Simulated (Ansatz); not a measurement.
# Y on Zr(0001): change of the work function, part 3 of 6

Aim: the work function of Zr(0001) at several coverages of Y (hcp site), and the dipole that each adsorbate carries.

Ansatz 0.2.0; plane-wave DFT, PBE, Ansatz PAW.

So far, work function, upper face (eV): step 2 (the clean slab) 4.17; step 3 (37 atoms, coverage 0.111 ML, cell 3x3) 3.18.

### Step 4. Adsorbate added, k-mesh 6×6×1, coverage 0.25 ML

System of this step: Y/Zr(0001). The cell holds 17 atoms: 16 Zr and 1 Y. Cell: a = 6.460 Å, b = 6.460 Å, c = 29.028 Å, α = 90.0°, β = 90.0°, γ = 60.0°. Vacuum lies along c.

Another coverage, to see how the dipoles act on each other as their distance changes.

Input file input.yaml:

```yaml
crystal:
  lattice:
    - [6.46, 0.0, 0.0]
    - [3.23, 5.5945241084, 0.0]
    - [0.0, 0.0, 29.0284678542]
  atoms:
    - { symbol: Zr, position: [0.3333333333, 0.3333333333, 0.3100404763] }
    - { symbol: Zr, position: [0.0, 0.0, 0.3986670967] }
    - { symbol: Zr, position: [0.3333333333, 0.3333333333, 0.4906967864] }
    - { symbol: Zr, position: [0.0, 0.0, 0.5746176813] }
    - { symbol: Zr, position: [0.3333333333, 0.8333333333, 0.3100404763] }
    - { symbol: Zr, position: [0.0, 0.5, 0.3986670967] }
    - { symbol: Zr, position: [0.3333333333, 0.8333333333, 0.4906967864] }
    - { symbol: Zr, position: [0.0, 0.5, 0.5746176813] }
    - { symbol: Zr, position: [0.8333333333, 0.3333333333, 0.3100404763] }
    - { symbol: Zr, position: [0.5, 0.0, 0.3986670967] }
    - { symbol: Zr, position: [0.8333333333, 0.3333333333, 0.4906967864] }
    - { symbol: Zr, position: [0.5, 0.0, 0.5746176813] }
    - { symbol: Zr, position: [0.8333333333, 0.8333333333, 0.3100404763] }
    - { symbol: Zr, position: [0.5, 0.5, 0.3986670967] }
    - { symbol: Zr, position: [0.8333333333, 0.8333333333, 0.4906967864] }
    - { symbol: Zr, position: [0.5, 0.5, 0.5746176813] }
    - { symbol: "Y", position: [0.3333333333, 0.3333333333, 0.6899595237] }
kpoints:
  mp_grid: { grid: [6, 6, 1] }
hamiltonian:
  xc: pbe
scf:
  occupations: { method: fermi_dirac, width: 0.1 }
  convergence: { dr2_threshold: 1.0e-08 }
efield:
  axis: 3
  dipole_correction: true
  ramp_position: 0.97
  ramp_width: 0.06
relax:
  f_tol: 0.02
  max_steps: 60
  constraints: [{ sites: [0, 1, 4, 5, 8, 9, 12, 13] }]
output:
  bader: true
  dos: { projected: true, e_range: [-8, 4] }
  write_potential: true
  write_density: true
  volumetric_format: npy
  elf: true
```

Started as:

```console
$ ansatz run input.yaml --threads 4 --pin off --max-ram 12288MiB --backend cpu --events-out ev --progress --plain --runs-dir out
```

Numbers of over 12 decimals in the logs are rounded to 6 here.

Log:

```text
[...]
Crystal: 17 atoms, lattice volume = 1049.107 Å³
Basis set: ecut = 420 eV, 20497 PW (Γ), exchange–correlation on 90×90×400 points (8 copies of the dense FFT grid, shifted against one another)
Bands: 122, of which v1, the nominal top of the filled ones, is band 102 counted from 1 (101 counted from 0)
Symmetry: 6 space group operations
[...]
k-points: 7 of 36 (time reversal used)
[...]
SCF iter   1: F=—  HF=-70782.407794 eV  |F-HF|=—  |Δ(HF+E_count)|=         —  Δρ=1.71e-2  dr2=1.01e2  ethr=1.77e-3  p=0.470 e·Å  D=8.11e-2 V/Å  ΔV_dip=-2.35 eV  dr2_dipole=6.95e1  V_vac-E_F(+/−)=1.91/4.27 eV  ⟨swp⟩=11.3  Hψ=4206  notcnv=0
[...]
SCF iter  12: F=-70781.488184 eV  HF=-70781.488184 eV  |F-HF|=4.89e-9  |Δ(HF+E_count)|=   3.06e-9  Δρ=3.30e-7  dr2=5.01e-9  ethr=4.93e-12  p=0.289 e·Å  D=4.98e-2 V/Å  ΔV_dip=-1.44 eV  dr2_dipole=1.72e-9  V_vac-E_F(+/−)=2.73/4.18 eV  ⟨swp⟩=11.1  Hψ=6616  notcnv=0
SCF 1 converged in 12 iterations: F = -70781.488184 eV  dr2 = 5.01e-9
[...]
relax step   1: F+E_penalty+E_count = -70781.48818408 eV  Δ(F+E_penalty+E_count) = +0.000e0 eV  max|allowed force component| = 1.973e0 eV/Å  Δτ_max = 0.0000 Å  (12 SCF iters, accepted)
[...]
SCF iter  10: F=-70782.056363 eV  HF=-70782.056363 eV  |F-HF|=1.18e-9  |Δ(HF+E_count)|=   9.42e-9  Δρ=3.03e-7  dr2=2.31e-9  ethr=1.00e-12  p=0.328 e·Å  D=5.66e-2 V/Å  ΔV_dip=-1.64 eV  dr2_dipole=2.13e-15  V_vac-E_F(+/−)=2.53/4.18 eV  ⟨swp⟩=11.0  Hψ=6466  notcnv=0
SCF 2 converged in 10 iterations: F = -70782.056363 eV  dr2 = 2.31e-9
[...]
relax step   2: F+E_penalty+E_count = -70782.05636344 eV  Δ(F+E_penalty+E_count) = -5.682e-1 eV  max|allowed force component| = 1.975e0 eV/Å  Δτ_max = 0.1948 Å  (10 SCF iters, accepted)
[...]
SCF iter   9: F=-70782.478955 eV  HF=-70782.478955 eV  |F-HF|=9.90e-10  |Δ(HF+E_count)|=   2.95e-8  Δρ=4.54e-7  dr2=5.72e-9  ethr=4.93e-12  p=0.344 e·Å  D=5.93e-2 V/Å  ΔV_dip=-1.72 eV  dr2_dipole=1.14e-10  V_vac-E_F(+/−)=2.46/4.18 eV  ⟨swp⟩=11.3  Hψ=6606  notcnv=0
SCF 3 converged in 9 iterations: F = -70782.478955 eV  dr2 = 5.72e-9
relax step   3: F+E_penalty+E_count = -70782.47895492 eV  Δ(F+E_penalty+E_count) = -4.226e-1 eV  max|allowed force component| = 1.540e0 eV/Å  Δτ_max = 0.1955 Å  (9 SCF iters, accepted)
[...]
relax step   4: F+E_penalty+E_count = -70782.74681758 eV  Δ(F+E_penalty+E_count) = -2.679e-1 eV  max|allowed force component| = 7.209e-1 eV/Å  Δτ_max = 0.1947 Å  (9 SCF iters, accepted)
[...]
relax step   5: F+E_penalty+E_count = -70782.85757150 eV  Δ(F+E_penalty+E_count) = -1.108e-1 eV  max|allowed force component| = 3.383e-1 eV/Å  Δτ_max = 0.1971 Å  (10 SCF iters, accepted)
[...]
relax step   6: F+E_penalty+E_count = -70782.87292534 eV  Δ(F+E_penalty+E_count) = -1.535e-2 eV  max|allowed force component| = 7.015e-2 eV/Å  Δτ_max = 0.0418 Å  (8 SCF iters, accepted)
SCF iter   1: F=—  HF=-70782.874744 eV  |F-HF|=—  |Δ(HF+E_count)|=         —  Δρ=2.62e-4  dr2=4.30e-3  ethr=5.96e-5  p=0.324 e·Å  D=5.58e-2 V/Å  ΔV_dip=-1.62 eV  dr2_dipole=1.33e-3  V_vac-E_F(+/−)=2.57/4.19 eV  ⟨swp⟩=2.6  Hψ=1306  notcnv=0
[...]
SCF iter   7: F=-70782.873538 eV  HF=-70782.873538 eV  |F-HF|=4.13e-9  |Δ(HF+E_count)|=   8.15e-9  Δρ=2.94e-7  dr2=1.62e-9  ethr=4.93e-12  p=0.323 e·Å  D=5.57e-2 V/Å  ΔV_dip=-1.62 eV  dr2_dipole=1.31e-10  V_vac-E_F(+/−)=2.57/4.19 eV  ⟨swp⟩=10.0  Hψ=6209  notcnv=0
SCF 7 converged in 7 iterations: F = -70782.873538 eV  dr2 = 1.62e-9
relax step   7: F+E_penalty+E_count = -70782.87353757 eV  Δ(F+E_penalty+E_count) = -6.122e-4 eV  max|allowed force component| = 8.321e-3 eV/Å  Δτ_max = 0.0129 Å  (7 SCF iters, accepted)
[...]
SCF converged after 7 iterations
Free energy (F): -70782.873538 eV
[...]
Internal energy: -70782.046852 eV  (E = F + TS)
E sigma→0 (E₀):  -70782.460195 eV
Entropy (-TS):   -0.826685 eV (-48.629 meV/atom)
Fermi energy:    3.291868 eV
Dipole field:    D = 0.055678 V/Å  (p = 0.322805 e·Å, saw-weighted, corrected)
Work function:   Φ+ = 2.5715 eV   Φ− = 4.1878 eV
[...]
--- Forces (eV/Å), atoms counted from 1 ---
  atom   1  Zr     0.00000000    -0.00000000     0.37553297
  atom   2  Zr    -0.00000000     0.00000000    -0.13230245
  atom   3  Zr     0.00000000    -0.00000000     0.00832088
  atom   4  Zr     0.00000000    -0.00000000     0.00800668
  atom   5  Zr     0.00149052    -0.00086055     0.44676289
  atom   6  Zr    -0.10364201     0.05983774    -0.53016347
  atom   7  Zr    -0.00006715     0.00003877    -0.00119717
  atom   8  Zr     0.00016190    -0.00009347    -0.00335077
  atom   9  Zr     0.00000000     0.00172110     0.44676289
  atom  10  Zr    -0.00000000    -0.11967549    -0.53016347
  atom  11  Zr     0.00000000    -0.00007754    -0.00119717
  atom  12  Zr     0.00000000     0.00018695    -0.00335077
  atom  13  Zr    -0.00149052    -0.00086055     0.44676289
  atom  14  Zr     0.10364201     0.05983774    -0.53016347
  atom  15  Zr     0.00006715     0.00003877    -0.00119717
  atom  16  Zr    -0.00016190    -0.00009347    -0.00335077
  atom  17  Y      0.00000000     0.00000000     0.00430734
  max |Σ_I F_I| component: 1.99e-5 eV/Å
--- Band table (eV; the first three rows and the last of 7) ---
  k-point 0: bands = [... 98 lower, 3.7156, 3.7156, 3.7535, 3.8234, 3.9051, 3.9115, 3.9115, 4.1069, ... 16 higher]
  k-point 1: bands = [... 98 lower, 3.5731, 3.5890, 3.6128, 3.6468, 3.6979, 3.8048, 3.8319, 3.8935, ... 16 higher]
  k-point 2: bands = [... 98 lower, 3.1320, 3.2568, 3.2798, 3.3170, 3.4007, 3.5029, 3.5328, 3.5674, ... 16 higher]
  k-point 6: bands = [... 98 lower, 2.7688, 2.8188, 2.8644, 2.8716, 3.0988, 3.1244, 3.3341, 3.4345, ... 16 higher]
--- Relaxed structure (7 steps of the walk, 7 accepted, 0 SCFs on fresh bases) ---
  F+E_penalty+E_count = -70782.87353757 eV   max|allowed force component| = 8.321e-3 eV/Å
  atoms:
    - { symbol: Zr, position: [0.333333, 0.333333, 0.310040] }
    - { symbol: Zr, position: [1.632680918509386e-17, 1.6326809185093863e-17, 0.398667] }
    - { symbol: Zr, position: [0.333333, 0.333333, 0.484925] }
    - { symbol: Zr, position: [1.9830223816531712e-17, 1.6326809185093863e-17, 0.585151] }
    - { symbol: Zr, position: [0.333333, 0.833333, 0.310040] }
    - { symbol: Zr, position: [0.0, 0.500000, 0.398667] }
    - { symbol: Zr, position: [0.327357, 0.836322, 0.491594] }
    - { symbol: Zr, position: [0.015080, 0.492460, 0.573711] }
    - { symbol: Zr, position: [0.833333, 0.333333, 0.310040] }
    - { symbol: Zr, position: [0.500000, 1.6326809185093863e-17, 0.398667] }
    - { symbol: Zr, position: [0.836322, 0.327357, 0.491594] }
    - { symbol: Zr, position: [0.492460, 0.015080, 0.573711] }
    - { symbol: Zr, position: [0.833333, 0.833333, 0.310040] }
    - { symbol: Zr, position: [0.5, 0.500000, 0.398667] }
    - { symbol: Zr, position: [0.836322, 0.836322, 0.491594] }
    - { symbol: Zr, position: [0.492460, 0.492460, 0.573711] }
    - { symbol: Y, position: [0.333333, 0.333333, 0.661615] }
--- Bader charges: 17 sites ---
  site symbol  charge [e]  shift [e]
     0     Zr     -0.0707     0.0000
     1     Zr      0.0404     0.0000
     2     Zr     -0.0107     0.0000
     3     Zr      0.1697     0.0000
     4     Zr     -0.0668     0.0000
     5     Zr      0.0869     0.0000
     6     Zr      0.0747     0.0000
     7     Zr     -0.2768     0.0000
     8     Zr     -0.0668     0.0000
     9     Zr      0.0868     0.0000
    10     Zr      0.0747     0.0000
    11     Zr     -0.2771     0.0000
    12     Zr     -0.0668     0.0000
    13     Zr      0.0868     0.0000
    14     Zr      0.0747     0.0000
    15     Zr     -0.2770     0.0000
    16      Y      0.4182     0.0000
  estimated error of the sums over rays = 9.1e-4 e
```

It took 4 min on 4 threads of Arm Neoverse V1, shared host; peak memory 3.1 GiB; 16 min of CPU time.

Step by step:

| step | energy less that of the first step (eV) | largest force component (eV/Å) |
| --- | --- | --- |
| 1 | 0.0000 | 1.9726 |
| 2 | -0.5682 | 1.9746 |
| 3 | -0.9908 | 1.5398 |
| 4 | -1.2586 | 0.7209 |
| 5 | -1.3694 | 0.3383 |
| 6 | -1.3847 | 0.0702 |
| 7 | -1.3854 | 0.0083 |

The run keeps the 6 symmetry operations that it works with, so distortions that break them were not tested.

The atoms that moved most (Å):

| atom | dx | dy | dz | length |
| --- | --- | --- | --- | --- |
| Y17 | 0.000 | 0.000 | -0.823 | 0.823 |
| Zr4 | 0.000 | 0.000 | 0.306 | 0.306 |
| Zr3 | 0.000 | 0.000 | -0.168 | 0.168 |
| Zr12 | 0.000 | 0.084 | -0.026 | 0.088 |
| Zr8 | 0.073 | -0.042 | -0.026 | 0.088 |
| Zr16 | -0.073 | -0.042 | -0.026 | 0.088 |
| Zr15 | 0.029 | 0.017 | 0.026 | 0.042 |
| Zr11 | 0.000 | -0.033 | 0.026 | 0.042 |

This step gave:

| Quantity | Value |
| --- | --- |
| energy at zero smearing | -70782.4602 eV |
| work function, upper face | 2.572 eV |
| work function, lower face | 4.188 eV |
| dipole along the normal | 0.3228 e·Å |
| step between the vacuum levels | -1.616 eV |

Running mean over 2.573 Å of the planar mean; the ramp of the sawtooth is left out. Table of electron's electrostatic potential energy less the Fermi level by z:

| z (Å) | electron's electrostatic potential energy less the Fermi level (eV) |
| --- | --- |
| 4 | 4.18 |
| 5 | 4.16 |
| 6 | 3.92 |
| 7 | 2.13 |
| 8 | -5.13 |
| 9 | -8.44 |
| 10 | -8.31 |
| 11 | -8.28 |
| 12 | -8.20 |
| 13 | -7.75 |
| 14 | -8.25 |
| 15 | -8.67 |
| 16 | -8.55 |
| 17 | -8.11 |
| 18 | -4.50 |
| 19 | -0.531 |
| 20 | 0.201 |
| 21 | 1.80 |
| 22 | 2.45 |
| 23 | 2.55 |
| 24 | 2.57 |
| 25 | 2.57 |

The density of states has structure finer than the step of the table below, so its rows give means over 0.2 eV, whole bins alone (the curve runs from -8 to 0.99 eV). Peaks (eV: height): -1.29: 53.7, -0.99: 63.7, -0.78: 58.3, -0.36: 39.9, -0.18: 45.7, 0.30: 48.8, 0.93: 49.4.

The density of states by energy, zero at the Fermi level; means over each step:

| energy (eV) | density of states (states/eV a cell) |
| --- | --- |
| -5.4 | 0 |
| -5.2 | 0.283 |
| -5.0 | 1.14 |
| -4.8 | 1.13 |
| -4.6 | 1.22 |
| -4.4 | 1.42 |
| -4.2 | 2.57 |
| -4.0 | 3.32 |
| -3.8 | 2.60 |
| -3.6 | 2.80 |
| -3.4 | 3.43 |
| -3.2 | 7.22 |
| -3.0 | 3.28 |
| -2.8 | 9.76 |
| -2.6 | 15.2 |
| -2.4 | 17.2 |
| -2.2 | 19.5 |
| -2.0 | 22.4 |
| -1.8 | 19.8 |
| -1.6 | 15.9 |
| -1.4 | 22.1 |
| -1.2 | 24.7 |
| -1.0 | 29.3 |
| -0.8 | 31.6 |
| -0.6 | 13.4 |
| -0.4 | 25.0 |
| -0.2 | 29.7 |
| 0.0 | 19.9 |
| 0.2 | 25.5 |
| 0.4 | 30.2 |
| 0.6 | 31.3 |
| 0.8 | 30.8 |

Projected DOS per atom over height of the atomic layer and energy from the Fermi level. Layers: Zr4 Zr4 Zr4 Zr4 Y from below.

Ten even steps from '_' (0.00 states/eV) to '@' (3.56 states/eV), each cell a mean:
```
++++====@@
**----==**
++--------
--::::--==
========--
------====
::::----..
--====--__
::----::__
........__
__....____
__________
__________
__________
__________
__________
__________
__________
__________
__________
__________
__________
```
Columns: height of the atomic layer (Å) from 9 to 19.2; rows upwards: energy from the Fermi level (eV) from -7.96 to 0.945.

ELF in the ca plane at fractional y = 0.327, with atoms of Zr and Y within 0.2 Å of it. It is the smooth field of the valence electrons, not physical close to the nuclei.

Ten even steps from '0' (0.00) to '9' (0.83), each cell a mean:
```
23432224324785223322235555321100000000000000
24765565248879525665555544321000000000000000
34888776259429636887665543211000000000000000
24776565248879525665555544321000000000000000
23432234325785223322235555321100000000000000
33222212432222222222125664321111000000000000
53124422443224431354235642111122110000000000
43124322432223431354234311100123321100000000
23322223223542232222343246631124443210000000
24543454258985245433553599984235654310000000
34777775378478347766754897996235665321000000
34777775378378347767754896896235665321000000
24544454258985245433553599984235664310000000
23322223224542232222343257631124543210000000
43123312432223431344234311100123321100000000
53124422453234431354235642111122110000000000
33223212432222222232125664321111000000000000
```
Columns run along c (16.0 Å, from fractional 0.35 to 0.90 of the cell), rows up along a (6.5 Å). Atoms in or near the plane, at fractional coordinates: Zr at (0.48, 0.33), Zr at (0.49, 0.84), Y at (0.66, 0.33).

Electrostatic potential energy in the ca plane at fractional y = 0.327, with atoms of Zr and Y within 0.2 Å of it. With pseudopotentials it is smooth inside the atoms' cores, unlike the true potential.

Values in eV, 9 rows by 16 columns, each cell a mean:
```
  1   2   3 -11 -37  -4   2   4   7   7   7   6   6   6   6   6
 -1   5   5 -21 -50 -10   5   5   7   7   7   6   6   6   6   6
  2  -1   2  -4 -22  -1   0   2   7   7   6   6   6   6   6   6
  3  -9  -2   4   2   3 -10  -3   5   3   4   6   6   6   6   6
  2  -3   1  -5 -13   2  -4   0  -5 -16   0   5   6   6   6   6
 -1   4   3 -29 -46  -2   4   4 -24 -48  -8   5   6   6   6   6
  0   3   3 -22 -39  -1   2   3 -19 -42  -5   5   6   6   6   6
  3  -6   0   0  -3   2  -7  -2   0  -6   2   5   6   6   6   6
  3  -7  -1   3  -1   2  -7  -2   6   5   5   6   6   6   6   6
```
Columns run along c (16.0 Å, from fractional 0.35 to 0.90 of the cell; values clipped at the 3rd and 97th percentile), rows up along a (6.5 Å). Atoms in or near the plane, at fractional coordinates: Zr at (0.48, 0.33), Zr at (0.49, 0.84), Y at (0.66, 0.33).

Valence density in the ca plane at fractional y = 0.327, with atoms of Zr and Y within 0.2 Å of it. It is the smooth field of the valence electrons, not physical close to the nuclei.

Values in e/Å³, 9 rows by 16 columns, each cell a mean:
```
0.2 0.2 0.2 0.7 2.4 0.4 0.2 0.1 0.1 0.0 0.0 0.0 0.0 0.0 0.0 0.0
0.3 0.2 0.2 1.3 3.6 0.7 0.2 0.1 0.0 0.0 0.0 0.0 0.0 0.0 0.0 0.0
0.2 0.2 0.2 0.4 1.3 0.3 0.2 0.2 0.1 0.0 0.0 0.0 0.0 0.0 0.0 0.0
0.2 0.5 0.3 0.2 0.2 0.2 0.6 0.3 0.1 0.1 0.0 0.0 0.0 0.0 0.0 0.0
0.2 0.3 0.2 0.4 0.8 0.2 0.4 0.3 0.3 0.7 0.1 0.0 0.0 0.0 0.0 0.0
0.3 0.2 0.2 1.9 3.1 0.4 0.2 0.2 1.4 3.1 0.4 0.0 0.0 0.0 0.0 0.0
0.3 0.2 0.2 1.4 2.6 0.3 0.2 0.2 1.0 2.4 0.3 0.0 0.0 0.0 0.0 0.0
0.2 0.4 0.2 0.2 0.3 0.2 0.5 0.3 0.2 0.3 0.0 0.0 0.0 0.0 0.0 0.0
0.2 0.4 0.2 0.2 0.2 0.2 0.5 0.3 0.1 0.0 0.0 0.0 0.0 0.0 0.0 0.0
```
Columns run along c (16.0 Å, from fractional 0.35 to 0.90 of the cell), rows up along a (6.5 Å). Atoms in or near the plane, at fractional coordinates: Zr at (0.48, 0.33), Zr at (0.49, 0.84), Y at (0.66, 0.33).

The relaxation took 7 steps and lowered the energy by 1.4 eV; the largest force on the free atoms ends at 0.0083 eV/Å.

By hand: a sheet of dipoles makes a step −p/(ε₀A) in the electron's potential. With e/ε₀ = 180.95 V·Å, p = 0.3228 e·Å and A = 36.14 Å², that is −180.95 × (0.3228) / 36.14 = -1.616 eV, and the two vacuum levels of the run differ by -1.616 eV.

The covered face has 2.57 eV, -1.59 eV against the clean one; the bare back face has moved by +0.01 eV, a measure of how thin the slab is.

### Step 5. Work function against coverage

This step: plane-wave DFT, PBE, Ansatz PAW; work function against coverage (Ansatz 0.2.0).

The runs are now put side by side.

This step gave:

```yaml
work_function_of_the_clean_face: 4.166 eV
largest_change_of_the_work_function: -1.595 eV
```

Table of work function of the covered face by coverage:

| coverage (adsorbates/nm²) | work function of the covered face (eV) |
| --- | --- |
| 0.00 | 4.17 |
| 1.23 | 3.18 |
| 2.77 | 2.57 |

The dipole per adsorbate comes from the change of the cell's dipole. Coverage, by row:

| coverage (1/nm²) | coverage (ML) | work function (eV) | change (eV) | dipole per adsorbate, positive end outwards (debye) | mean height of the added atoms over the highest substrate atom (Å) |
| --- | --- | --- | --- | --- | --- |
| 1.23 | 0.1111 | 3.18 | -0.9857 | 2.137 | 2.307 |
| 2.767 | 0.25 | 2.572 | -1.595 | 1.535 | 2.22 |

### Step 6. The slab at 0.25 ML, atoms frozen

This step: plane-wave DFT, PBE, Ansatz PAW (Ansatz 0.2.0).

To see where the charge goes, the covered slab, the bare substrate and the adsorbate layer are each run at the same frozen positions and on the same grid.

Input file input.yaml:

```yaml
crystal:
  lattice:
    - [6.46, 0.0, 0.0]
    - [3.23, 5.5945241084, 0.0]
    - [0.0, 0.0, 29.0284678542]
  atoms:
    - { symbol: Zr, position: [0.3333333333, 0.3333333333, 0.3100404763] }
    - { symbol: Zr, position: [0.0, 0.0, 0.3986670967] }
    - { symbol: Zr, position: [0.3333333333, 0.3333333333, 0.4849248998] }
    - { symbol: Zr, position: [0.0, 0.0, 0.585151382] }
    - { symbol: Zr, position: [0.3333333333, 0.8333333333, 0.3100404763] }
    - { symbol: Zr, position: [0.0, 0.5, 0.3986670967] }
    - { symbol: Zr, position: [0.3273569098, 0.8363215451, 0.4915942287] }
    - { symbol: Zr, position: [0.0150804868, 0.4924597566, 0.5737113079] }
    - { symbol: Zr, position: [0.8333333333, 0.3333333333, 0.3100404763] }
    - { symbol: Zr, position: [0.5, 0.0, 0.3986670967] }
    - { symbol: Zr, position: [0.8363215451, 0.3273569098, 0.4915942287] }
    - { symbol: Zr, position: [0.4924597566, 0.0150804868, 0.5737113079] }
    - { symbol: Zr, position: [0.8333333333, 0.8333333333, 0.3100404763] }
    - { symbol: Zr, position: [0.5, 0.5, 0.3986670967] }
    - { symbol: Zr, position: [0.8363215451, 0.8363215451, 0.4915942287] }
    - { symbol: Zr, position: [0.4924597566, 0.4924597566, 0.5737113079] }
    - { symbol: "Y", position: [0.3333333333, 0.3333333333, 0.661614793] }
kpoints:
  mp_grid: { grid: [6, 6, 1] }
hamiltonian:
  xc: pbe
scf:
  occupations: { method: fermi_dirac, width: 0.1 }
  convergence: { dr2_threshold: 1.0e-08 }
efield:
  axis: 3
  dipole_correction: true
  ramp_position: 0.97
  ramp_width: 0.06
output:
  write_potential: true
  write_density: true
  volumetric_format: npy
```

Log:

```text
[...]
Crystal: 17 atoms, lattice volume = 1049.107 Å³
Basis set: ecut = 420 eV, 20497 PW (Γ)
Bands: 122, of which v1, the nominal top of the filled ones, is band 102 counted from 1 (101 counted from 0)
Symmetry: 6 space group operations
[...]
k-points: 7 of 36 (time reversal used)
[...]
SCF iter   1: F=—  HF=-70782.967644 eV  |F-HF|=—  |Δ(HF+E_count)|=         —  Δρ=4.86e-3  dr2=6.31e0  ethr=1.77e-3  p=0.358 e·Å  D=6.17e-2 V/Å  ΔV_dip=-1.79 eV  dr2_dipole=3.90e0  V_vac-E_F(+/−)=2.38/4.17 eV  ⟨swp⟩=10.0  Hψ=4206  notcnv=0
[...]
SCF iter   9: F=-70782.873514 eV  HF=-70782.873514 eV  |F-HF|=2.33e-9  |Δ(HF+E_count)|=   2.71e-8  Δρ=4.66e-7  dr2=7.75e-9  ethr=4.93e-12  p=0.323 e·Å  D=5.57e-2 V/Å  ΔV_dip=-1.62 eV  dr2_dipole=3.16e-11  V_vac-E_F(+/−)=2.57/4.19 eV  ⟨swp⟩=12.3  Hψ=2261  notcnv=0
SCF 1 converged in 9 iterations: F = -70782.873514 eV  dr2 = 7.75e-9
[...]
SCF converged after 9 iterations
Free energy (F): -70782.873514 eV
[...]
Internal energy: -70782.046830 eV  (E = F + TS)
E sigma→0 (E₀):  -70782.460172 eV
Entropy (-TS):   -0.826684 eV (-48.628 meV/atom)
Fermi energy:    3.291825 eV
Dipole field:    D = 0.055673 V/Å  (p = 0.322774 e·Å, saw-weighted, corrected)
Work function:   Φ+ = 2.5717 eV   Φ− = 4.1878 eV
[...]
--- Band table (eV; the first three rows and the last of 7) ---
  k-point 0: bands = [... 98 lower, 3.7156, 3.7156, 3.7535, 3.8234, 3.9050, 3.9114, 3.9114, 4.1068, ... 16 higher]
  k-point 1: bands = [... 98 lower, 3.5731, 3.5890, 3.6127, 3.6468, 3.6979, 3.8047, 3.8319, 3.8935, ... 16 higher]
  k-point 2: bands = [... 98 lower, 3.1319, 3.2567, 3.2797, 3.3169, 3.4007, 3.5029, 3.5328, 3.5674, ... 16 higher]
  k-point 6: bands = [... 98 lower, 2.7687, 2.8188, 2.8643, 2.8715, 3.0987, 3.1243, 3.3341, 3.4344, ... 16 higher]
```

The job ended after 38 s (4 threads; peak memory 2.9 GiB; 2.5 min of CPU time).

The work function of the upper face is 2.57 eV.

(Continued in part 4 of 6.)

[Logs are printed without paths, hosts, clocks, repeated set-up lines and the standing remarks that a program may print on its own settings, such as how far it seeks lower states.]

[Hosts, paths, dates, database ids (printed as entryN), source tags and the programs' standing remarks are cut or masked in the printed files.]

[Maps of the electrostatic potential energy from Ansatz leave out the sawtooth potential of an applied field or a dipole correction, so their vacuum need not be flat; planar profiles and work functions include it.]

[The density of states shown here was stored with 400 of the rows of the run's finer table, so its peaks can read low, often by over a quarter, or be missed, and its means over a window can be off by a tenth or more.]
